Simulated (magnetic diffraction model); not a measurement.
# NdAl4FeRh2: the ordered moment from one line

Space group Immm (no. 71), a = 3.9750 Å, b = 6.9710 Å, c = 9.6010 Å.

| site | atom | x | y | z |
| --- | --- | --- | --- | --- |
| 2a | Nd | 0 | 0 | 0 |
| 4j | Rh | 0 | 1/2 | 0.7645 |
| 2d | Fe | 0 | 1/2 | 0 |
| 8l | Al | 1/2 | 0.6873 | 0.8396 |

The compound is invented for this exercise: a known structure type with other elements, its cell scaled to their sizes and not relaxed.

Only Nd and Fe are taken to order (form factors of Nd3+ and Fe2+); orders and moment sizes are assumed, and not adapted to the symmetry. Radiation: neutrons of λ = 1.594 Å, 3° to 45°; isotropic B of 0.48 Å² (Nd), 0.56 Å² (Rh), 0.81 Å² (Fe) and 0.66 Å² (Al). The intensities are simulated: I ∝ L Σ (|F_N|² + |F_M⊥|²) for unpolarised neutrons, with F_M = 2.695 fm/μB × Σ f(s) S exp(2πi Q·r) exp(−B s²) at Q = H ± k (one set where k and −k are equivalent), only the part normal to Q counting and L = 1/(sin²θ cos θ). For a modulated order the moment at position r is S exp(−2πi k·r) + c.c., with S = m/2 for a sine wave of amplitude m and S = m(u + iv)/2 for moments turning in a plane, u and v being orthogonal unit vectors in it; the phase factor of the sum at Q = H + k is then exp(2πi H·r). Form factors are spin-only for 3d ions and dipole or tabulated for f ions, scattering lengths are Sears's of 1992, and absorption is left out. A label names one of the reflections at its angle. The strongest nuclear line in the range is 100, and lines under 0.2 are left out.

In a first state the assumed order is k = (0 0 1/4), a sine wave with moments along [010] (amplitudes given), 1.9 μB on Nd and 2.2 μB on Fe; signs + at (0, 0, 0), − at (0, 1/2, 0), with this pattern:

| 2θ (°) | index | nuclear | magnetic |
| --- | --- | --- | --- |
| 14.96 | (0 1 3/4) | 0.0 | 3.4 |
| 16.25 | (0 1 1) | 14.4 | 0.0 |
| 17.76 | (0 1 5/4) | 0.0 | 4.6 |
| 25.07 | (1 0 1) | 22.6 | 0.0 |
| 26.44 | (0 2 0) | 31.9 | 0.0 |
| 26.69 | (1 1 0) | 11.4 | 0.0 |
| 26.80 | (1 1 1/4) | 0.0 | 6.0 |
| 29.58 | (0 1 11/4) | 0.0 | 2.5 |
| 31.65 | (1 1 7/4) | 0.0 | 4.3 |
| 31.81 | (0 1 3) | 5.5 | 0.0 |
| 32.83 | (0 2 2) | 10.7 | 0.0 |
| 33.04 | (1 1 2) | 13.1 | 0.0 |
| 34.08 | (0 1 13/4) | 0.0 | 1.8 |
| 34.55 | (1 1 9/4) | 0.0 | 3.5 |
| 36.75 | (1 2 1) | 100.0 | 0.0 |
| 37.29 | (1 0 3) | 67.8 | 0.0 |
(The table stops after 16 lines; 2 more lie at higher angle.)

**Question.** Nearer the ordering temperature the line at 26.80° has total intensity 1.5 on the same scale, and all moments have shrunk alike. How large is the Nd moment?

The nuclear part, 0.0, stays, so the magnetic part is 1.5 against 6.0. It goes as m², so m = 1.9 × √(1.5/6.0) = 0.95 μB; the value used was 0.95 μB.
